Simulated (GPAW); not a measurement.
# Ballistic transport through C2 in line between two W chains, from relaxation to T(E)

Aim: the conductance of C2 in line between two W chains after relaxation, and whether geometry, basis or functional moves it most.

Calculated with GPAW 26.7.0; GPAW LCAO, PAW setups; relaxation of the junction within the symmetry of its start, lead ends held, in the first sound run; inputs show where later runs differ.

This is a report of a sequence of runs, with most program output left out.

## Step 1: Set-up

The cell holds 18 atoms: 16 W and 2 C. Cell: a = 9.000 Å, b = 9.000 Å, c = 38.486 Å, α = 90.0°, β = 90.0°, γ = 90.0°. Regions: left lead, 8 atoms (8 W); channel, 2 atoms (2 C); right lead, 8 atoms (8 W). Vacuum lies along a and b. The structure is stacked along c, and the current runs across the ab planes.

## Step 2: Relaxation

Transmission follows bond lengths closely, so the atoms between the held lead ends are relaxed first, within whatever symmetry the start has.

Input file run.py:

```python
import json
from ase import Atoms
from ase.constraints import FixAtoms
from ase.optimize import BFGS
from gpaw import GPAW, FermiDirac

device = Atoms(
    ['W', 'W', 'W', 'W', 'W', 'W', 'W', 'W', 'C', 'C', 'W', 'W', 'W', 'W', 'W', 'W', 'W', 'W'],
    positions=[
        [4.50000, 4.50000, 1.12500],
        [4.50000, 4.50000, 3.37500],
        [4.50000, 4.50000, 5.62500],
        [4.50000, 4.50000, 7.87500],
        [4.50000, 4.50000, 10.12500],
        [4.50000, 4.50000, 12.37500],
        [4.50000, 4.50000, 14.62500],
        [4.50000, 4.50000, 16.87500],
        [4.50000, 4.50000, 18.62290],
        [4.50000, 4.50000, 19.86290],
        [4.50000, 4.50000, 21.61080],
        [4.50000, 4.50000, 23.86080],
        [4.50000, 4.50000, 26.11080],
        [4.50000, 4.50000, 28.36080],
        [4.50000, 4.50000, 30.61080],
        [4.50000, 4.50000, 32.86080],
        [4.50000, 4.50000, 35.11080],
        [4.50000, 4.50000, 37.36080]],
    cell=[[9.0, 0.0, 0.0], [0.0, 9.0, 0.0], [0.0, 0.0, 38.4858]],
    pbc=True)

device.set_constraint(FixAtoms([0, 1, 2, 3, 4, 5, 6, 11, 12, 13, 14, 15, 16, 17]))
device.calc = GPAW(mode='lcao', basis='dzp', xc='PBE', h=0.18,
                   kpts={'size': (1, 1, 2), 'gamma': True},
                   symmetry={'tolerance': 1e-3, 'extra_ids': [1, 1, 1, 1, 1, 1, 1, 0, 0, 0, 0, 1, 1, 1, 1, 1, 1, 1]},
                   occupations=FermiDirac(0.1), maxiter=250,
                   mixer=dict(beta=0.1, nmaxold=8, weight=100.0),
                   convergence=dict(density=0.0001), txt='relax.txt')
path = []
opt = BFGS(device, maxstep=0.15)
opt.attach(lambda: path.append((device.get_potential_energy(), device.positions.tolist(), device.get_forces().tolist())))
relaxed = bool(opt.run(fmax=0.05, steps=50))
json.dump(dict(relaxed=relaxed, path=path, positions=device.positions.tolist(), moments=device.get_magnetic_moments().tolist(),
               forces=device.get_forces(apply_constraint=False).tolist()), open('result.json', 'w'))
```

Started as:

```sh
$ OMP_NUM_THREADS=1 OPENBLAS_NUM_THREADS=1 python run.py
```

Run time: 12 min. Hardware: 1 thread of Arm Neoverse V2, shared host; peak memory 2 GiB.

Relaxation path:

```
step  energy less that of the first step (eV)  largest force (eV/Å)
   1                                   0.0000                6.0891
   2                                  -0.7683                2.6636
   3                                  -0.8820                3.5396
   4                                  -0.9807                0.4981
   5                                  -0.9803                0.1163
   6                                  -0.9813                0.0396
```

The atoms that moved most (Å):

```
atom     dx     dy      dz  length
  W8  0.000  0.000  -0.153   0.153
 W11  0.000  0.000   0.153   0.153
 C10  0.000  0.000   0.006   0.006
  C9  0.000  0.000  -0.006   0.006
```

The relaxation lowered the energy of the cell by 0.981 eV (energies extrapolated to zero smearing; the optimiser's log prints free energies). The largest force left on a free atom is 0.040 eV/Å.

## Step 3: GPAW, dzp

Localised orbitals split the wire into layers that couple to their neighbours alone, which is what the Green's function method needs; double zeta with polarisation is the usual level for numbers.

This step: GPAW LCAO, PAW setups; Landauer transmission from Green's functions with principal layers (ASE), zero bias (GPAW 26.7.0).

Input file run.py:

```python
import json
import numpy as np
from ase import Atoms
from ase.transport.calculators import TransportCalculator
from gpaw import GPAW, FermiDirac
from gpaw.lcao.tools import get_lcao_hamiltonian
from scipy.linalg import eigh

# The junction with lead layers at both ends, along the third cell vector
device = Atoms(
    ['W', 'W', 'W', 'W', 'W', 'W', 'W', 'W', 'C', 'C', 'W', 'W', 'W', 'W', 'W', 'W', 'W', 'W'],
    positions=[
        [4.50000, 4.50000, 1.12500],
        [4.50000, 4.50000, 3.37500],
        [4.50000, 4.50000, 5.62500],
        [4.50000, 4.50000, 7.87500],
        [4.50000, 4.50000, 10.12500],
        [4.50000, 4.50000, 12.37500],
        [4.50000, 4.50000, 14.62500],
        [4.50000, 4.50000, 16.72200],
        [4.50000, 4.50000, 18.61737],
        [4.50000, 4.50000, 19.86843],
        [4.50000, 4.50000, 21.76380],
        [4.50000, 4.50000, 23.86080],
        [4.50000, 4.50000, 26.11080],
        [4.50000, 4.50000, 28.36080],
        [4.50000, 4.50000, 30.61080],
        [4.50000, 4.50000, 32.86080],
        [4.50000, 4.50000, 35.11080],
        [4.50000, 4.50000, 37.36080]],
    cell=[[9.0, 0.0, 0.0], [0.0, 9.0, 0.0], [0.0, 0.0, 38.4858]],
    pbc=True)

# One principal layer of the lead: the first 5 atoms of the device
lead = Atoms(
    ['W', 'W', 'W', 'W', 'W'],
    positions=[
        [4.50000, 4.50000, 1.12500],
        [4.50000, 4.50000, 3.37500],
        [4.50000, 4.50000, 5.62500],
        [4.50000, 4.50000, 7.87500],
        [4.50000, 4.50000, 10.12500]],
    cell=[[9.0, 0.0, 0.0], [0.0, 9.0, 0.0], [0.0, 0.0, 11.25]],
    pbc=True)

settings = dict(mode='lcao', basis='dzp', xc='PBE', h=0.2,
                occupations=FermiDirac(0.1), maxiter=250,
                mixer=dict(beta=0.1, nmaxold=8, weight=100.0),
                convergence=dict(density=0.0001))
energies = np.arange(-2, 2 + 1e-9, 0.025)
eta = 0.0001
n1, n2 = 1, 1
# k and -k transmit alike, so half of the mesh across the current serves
mesh = [(i, j) for i in range(n1) for j in range(n2) if (i, j) <= (-i % n1, -j % n2)]
weights = np.array([1 if (i, j) == (-i % n1, -j % n2) else 2 for i, j in mesh]) / (n1 * n2)


def ground_state(atoms, size, txt):
    atoms.calc = GPAW(kpts={'size': size, 'gamma': True}, symmetry={'tolerance': 1e-3}, txt=txt, **settings)
    atoms.get_potential_energy()
    return atoms.calc.get_fermi_level()


def blocks(atoms, fermi, points, nz, cells):
    """H - E_F S and S between cell 0 and the cells above it, at each point across the current."""
    kz = np.arange(nz) / nz
    calc = atoms.calc.fixed_density(kpts=[(*k, z) for k in points for z in kz], symmetry='off', txt=None)
    H, S = get_lcao_hamiltonian(calc)
    H = (H - fermi * S).reshape(len(H), len(points), nz, *S.shape[1:])
    S = S.reshape(H.shape[1:])
    phases = [np.exp(-2j * np.pi * kz * R) / nz for R in cells]
    return [(np.einsum('skzij,z->ksij', H, p), np.einsum('kzij,z->kij', S, p)) for p in phases]


def pair(a, b):
    return np.block([[a, b], [b.T.conj(), a]])


def count_channels(h, s, cells, nk=240):
    """Half the number of times that the lead's bands cross each energy, unfolded to its shortest repeat."""
    b = len(h) // cells
    bands = []
    for k in (np.arange(nk + 1) + 0.5) / nk:
        hk, sk = h[:b, :b].copy(), s[:b, :b].copy()
        for R in range(1, cells):
            phase, block = np.exp(2j * np.pi * k * R), slice(R * b, (R + 1) * b)
            hk += h[:b, block] * phase + (h[:b, block] * phase).T.conj()
            sk += s[:b, block] * phase + (s[:b, block] * phase).T.conj()
        w, u = eigh(sk)
        x = u[:, w > 1e-5] / w[w > 1e-5]**0.5  # drop near-dependent combinations
        bands.append(np.r_[eigh(x.T.conj() @ hk @ x, eigvals_only=True), [1e9] * (w <= 1e-5).sum()])
    below = np.array(bands)[:, :, None] < energies
    return (below[1:] != below[:-1]).sum((0, 1)) / 2


fermi_lead = ground_state(lead, (1, 1, 10), 'lead.txt')
fermi_device = ground_state(device, (1, 1, 2), 'device.txt')
T, channels, eigen, tail, misfit, shifts = [], [], [], 0.0, 0.0, []
for first in range(0, len(mesh), 342):
    points = [(i / n1, j / n2) for i, j in mesh[first:first + 342]]
    (H0k, S0k), (H1k, S1k), (H2k, _) = blocks(lead, fermi_lead, points, 5, range(3))
    [(Hk, Sk)] = blocks(device, fermi_device, points, 2, [0])
    tail = max(tail, abs(H2k).max())
    for H0, S0, H1, S1, H, S in zip(H0k, S0k, H1k, S1k, Hk, Sk):
        n = len(S0)
        # Shift the lead onto the potential of the device's first layer
        shift = ((H[:, 0, 0] - H0[:, 0, 0]) / S0[0, 0]).real.mean()
        shifts.append(shift)
        misfit = max(misfit, abs(H[:, :n, :n] - H0 - shift * S0).max())
        Tk, Ck, Ek = [], [], []
        for s in range(len(H)):
            t = s % len(H0)  # a lead without moments serves both spins
            h1, s1 = pair(H0[t] + shift * S0, H1[t] + shift * S1), pair(S0, S1)
            leads = dict(h1=h1, s1=s1, energies=energies, eta=eta, eta1=eta, eta2=eta)
            calc = TransportCalculator(h=H[s], s=S, eigenchannels=3, **leads)
            Tk.append(calc.get_transmission())
            Ek.append(np.sort(calc.eigenchannels_ne, axis=0)[::-1])
            Ck.append(count_channels(h1, s1, 10))
        T.append(Tk)
        channels.append(Ck)
        eigen.append(Ek)
T, channels = np.array(T), np.array(channels)
mean, open_channels = np.einsum('kse,k->se', T, weights), np.einsum('kse,k->se', channels, weights)

print(f'basis functions: device {len(S)}, principal layer {n}')
print(f'Fermi level: lead {fermi_lead:.4f} eV, device {fermi_device:.4f} eV; lead shifted by {np.mean(shifts):.4f} eV')
print(f'largest coupling past the next layer {tail:.2e} eV, largest misfit of the first layer {misfit:.3f} eV')
print('  E-E_F (eV)   ' + 'T (one spin)  channels')
for e, t, c in zip(energies, mean.T, open_channels.T):
    print(f'{e:10.3f}  ', *[f'{x:11.4e}' for x in t], *[f'{x:9.4f}' for x in c])

kT = 8.617333e-5 * 300
fine = np.linspace(energies[0], energies[-1], 4001)
both = np.exp(np.interp(fine, energies, np.log(np.maximum(mean.sum(0) * 2 / len(mean), 1e-30))))
fermi = lambda mu: 1 / (1 + np.exp(np.clip((fine - mu) / kT, -200, 200)))
slope = fermi(0) * (1 - fermi(0)) / kT
G = np.trapezoid(both * slope, fine) / 2
seebeck = -np.trapezoid(both * slope * fine, fine) / (2 * G * 300) * 1e6
print(f'conductance at 300 K: {G:.5g} G0 a cell; thermopower {seebeck:.4g} uV/K')
bias = [0.1, 0.2, 0.5, 1.0, 1.5, 2.0]
current = [38.74 * np.trapezoid(both * (fermi(V / 2) - fermi(-V / 2)), fine) for V in bias]
for V, I in zip(bias, current):
    print(f'current from the zero-bias T(E) at {V} V: {I:.5g} uA')
zero = abs(energies).argmin()
json.dump(dict(energies=energies.tolist(), T=mean.tolist(), channels=open_channels.tolist(), G=G, seebeck=seebeck,
               bias=bias, current=current, tail=tail, misfit=misfit, shift=np.mean(shifts), n_device=len(S), n_lead=n,
               fermi=[fermi_lead, fermi_device], energy=device.get_potential_energy(),
               moments=device.get_magnetic_moments().tolist(), mesh=mesh, weights=weights.tolist(),
               T_k=T[:, :, zero].tolist(), eigen=np.array(eigen[0]).tolist()), open('result.json', 'w'))
```

Wall time 3.5 min (1 thread); peak memory 1.5 GiB.

This step gave:

| Property | Result |
| --- | --- |
| conductance | 1.049 G₀ |
| largest coupling past the next principal layer | 7.88e-6 eV |
| largest misfit of the first principal layer | 0.1644 eV |
| shift that aligns the lead | -0.02761 eV |
| basis functions of the junction | 490 |
| basis functions of a principal layer | 145 |
| transmission at the Fermi level (one spin) | 1.050 |

One spin. Table of transmission, zone mean by energy, zero at the Fermi level:

energy (eV), transmission, zone mean and a bar:
```
   -2.000       1.48 ##############################
   -1.800       1.29 ##########################
   -1.600       1.09 ######################
   -1.400       0.93 ###################
   -1.200       0.82 ################
   -1.000       0.78 ###############
   -0.800       0.78 ###############
   -0.600       0.82 ################
   -0.400       0.90 ##################
   -0.200       0.98 ####################
    0.000       1.05 #####################
    0.200       1.08 ######################
    0.400       1.09 ######################
    0.600       1.10 ######################
    0.800       1.14 #######################
    1.000       1.20 ########################
    1.200       1.28 ##########################
    1.400       1.33 ###########################
    1.600       0.99 ####################
    1.800       0.05 
    2.000       0.05
```

Not self-consistent under bias; the bias window is split evenly. The current through one cell, from the zero-bias transmission by bias:

```
bias (V)  current through one cell, from the zero-bias transmission (μA)
   0.100                                                            8.12
   0.200                                                            16.2
   0.500                                                            40.3
   1.000                                                            79.1
   1.500                                                             116
   2.000                                                             154
```

The transmission of the three most open eigenchannels by energy, zero at the Fermi level:

```
energy (eV)  channel 1  channel 2  channel 3
     -2.000      0.679      0.679      0.120
     -1.800      0.589      0.589      0.109
     -1.600      0.496      0.496     0.0995
     -1.400      0.419      0.419     0.0925
     -1.200      0.369      0.369     0.0868
     -1.000      0.347      0.347     0.0821
     -0.800      0.350      0.350     0.0787
     -0.600      0.374      0.374     0.0766
     -0.400      0.412      0.412     0.0759
     -0.200      0.455      0.455     0.0751
      0.000      0.488      0.488     0.0730
      0.200      0.506      0.506     0.0690
      0.400      0.513      0.513     0.0636
      0.600      0.521      0.521     0.0579
      0.800      0.541      0.541     0.0526
      1.000      0.576      0.576     0.0482
      1.200      0.616      0.616     0.0450
      1.400      0.640      0.640     0.0427
      1.600      0.470      0.470     0.0411
      1.800     0.0399    0.00695     1.3e-4
      2.000     0.0392    0.00873     1.1e-9
```

Couplings past the next layer reach 7.9e-6 eV, small enough to drop; the matrix elements of the cell's first layer differ from the bulk lead's by up to 0.16 eV. That layer keeps its own values in the calculation, and only beyond it is the lead taken as perfect. The Fermi levels of lead and junction count from different zeros of potential, one for each periodic cell; with both set to zero, the small remaining shift is what aligns them. Without spin-orbit coupling, which is large for these atoms, channel counts and T are those of the scalar-relativistic bands. By hand: G = 1.049 × 77.48 μS = 81.3 μS, a resistance of 12.3 kΩ; at 0.1 V a linear junction would pass 8.13 μA, and the integral over the bias window gives 8.12 μA.

## Step 4: GPAW, szp: basis = "szp(dzp)"

The second zeta is dropped, the polarisation orbitals stay.

run.py, as its differences from that of step 3:

```diff
@@ -45,3 +45,3 @@
 
-settings = dict(mode='lcao', basis='dzp', xc='PBE', h=0.2,
+settings = dict(mode='lcao', basis='szp(dzp)', xc='PBE', h=0.2,
                 occupations=FermiDirac(0.1), maxiter=250,
```

It took 1.7 min on 1 thread; peak memory 1.4 GiB.

This step gave:

* conductance: 1.041 G₀
* largest misfit of the first principal layer: 0.1544 eV
* shift that aligns the lead: -0.02457 eV
* basis functions of the junction: 274
* basis functions of a principal layer: 80
* transmission at the Fermi level (one spin): 1.042

One spin. Transmission, zone mean against energy, zero at the Fermi level:

```
energy (eV)  transmission, zone mean
     -2.000                     1.42
     -1.800                     1.22
     -1.600                     1.03
     -1.400                    0.883
     -1.200                    0.788
     -1.000                    0.748
     -0.800                    0.757
     -0.600                    0.809
     -0.400                    0.889
     -0.200                    0.976
      0.000                     1.04
      0.200                     1.08
      0.400                     1.09
      0.600                     1.10
      0.800                     1.15
      1.000                     1.22
      1.200                     1.31
      1.400                     1.40
      1.475                     1.41
      1.600                     1.30
      1.800                   0.0396
      2.000                   0.0388
```

Not self-consistent under bias; the bias window is split evenly. Current through one cell, from the zero-bias transmission against bias:

```
bias (V)  current through one cell, from the zero-bias transmission (μA)
   0.100                                                            8.06
   0.200                                                            16.1
   0.500                                                            40.0
   1.000                                                            78.5
   1.500                                                             116
   2.000                                                             153
```

Table of transmission of the three most open eigenchannels by energy, zero at the Fermi level:

```
energy (eV)  channel 1  channel 2  channel 3
     -2.000      0.644      0.644      0.130
     -1.800      0.553      0.553      0.114
     -1.600      0.465      0.465      0.102
     -1.400      0.395      0.395     0.0937
     -1.200      0.350      0.350     0.0876
     -1.000      0.332      0.332     0.0831
     -0.800      0.339      0.339     0.0797
     -0.600      0.366      0.366     0.0771
     -0.400      0.407      0.407     0.0753
     -0.200      0.451      0.451     0.0736
      0.000      0.485      0.485     0.0711
      0.200      0.504      0.504     0.0669
      0.400      0.513      0.513     0.0615
      0.600      0.523      0.523     0.0556
      0.800      0.548      0.548     0.0502
      1.000      0.588      0.588     0.0459
      1.200      0.635      0.635     0.0428
      1.400      0.677      0.677     0.0406
      1.600      0.630      0.630     0.0389
      1.800     0.0373    0.00211     1.1e-4
      2.000     0.0361    0.00270     1.3e-9
```

The conductance, 1.04 G₀, lies 0.7 % below that of the dzp run.

## Step 5: GPAW, sz: basis = "sz(dzp)"

One function for each valence shell of the setup, as for a first survey of a large system.

run.py, as its differences from that of step 4:

```diff
@@ -45,3 +45,3 @@
 
-settings = dict(mode='lcao', basis='szp(dzp)', xc='PBE', h=0.2,
+settings = dict(mode='lcao', basis='sz(dzp)', xc='PBE', h=0.2,
                 occupations=FermiDirac(0.1), maxiter=250,
```

Elapsed: 76 s, on 1 thread; peak memory 1.4 GiB.

This step gave:

| Item | Value |
| --- | --- |
| conductance | 0.9989 G₀ |
| thermopower | -1.959 μV/K |
| largest misfit of the first principal layer | 0.1453 eV |
| shift that aligns the lead | -0.02725 eV |
| basis functions of the junction | 216 |
| basis functions of a principal layer | 65 |
| transmission at the Fermi level (one spin) | 0.9999 |

One spin. The transmission, zone mean by energy, zero at the Fermi level:

```
energy (eV)  transmission, zone mean
     -2.000                     1.22
     -1.900                     1.14
     -1.800                     1.05
     -1.700                    0.974
     -1.600                    0.901
     -1.500                    0.835
     -1.400                    0.781
     -1.300                    0.738
     -1.200                    0.708
     -1.100                    0.689
     -1.000                    0.682
     -0.900                    0.686
     -0.800                    0.700
     -0.700                    0.725
     -0.600                    0.757
     -0.500                    0.797
     -0.400                    0.841
     -0.300                    0.887
     -0.200                    0.930
     -0.100                    0.969
      0.000                    1.000
      0.100                     1.02
      0.200                     1.04
      0.300                     1.04
      0.400                     1.05
      0.500                     1.06
      0.600                     1.06
      0.700                     1.08
      0.800                     1.10
      0.900                     1.13
      1.000                     1.17
      1.100                     1.22
      1.200                     1.27
      1.300                     1.32
      1.400                     1.37
      1.500                     1.41
      1.550                     1.42
      1.600                     1.40
      1.700                     1.13
      1.800                   0.0390
      1.900                   0.0388
      2.000                   0.0389
```

The conductance, 0.999 G₀, lies 4.8 % below that of the dzp run.

(Continued in part 2 of 2.)

[Logs are printed without paths, hosts, clocks, repeated set-up lines and the standing remarks that a program may print on its own settings, such as how far it seeks lower states.]

[Hosts, paths, dates, database ids (printed as entryN), source tags and the programs' standing remarks are cut or masked in the printed files.]
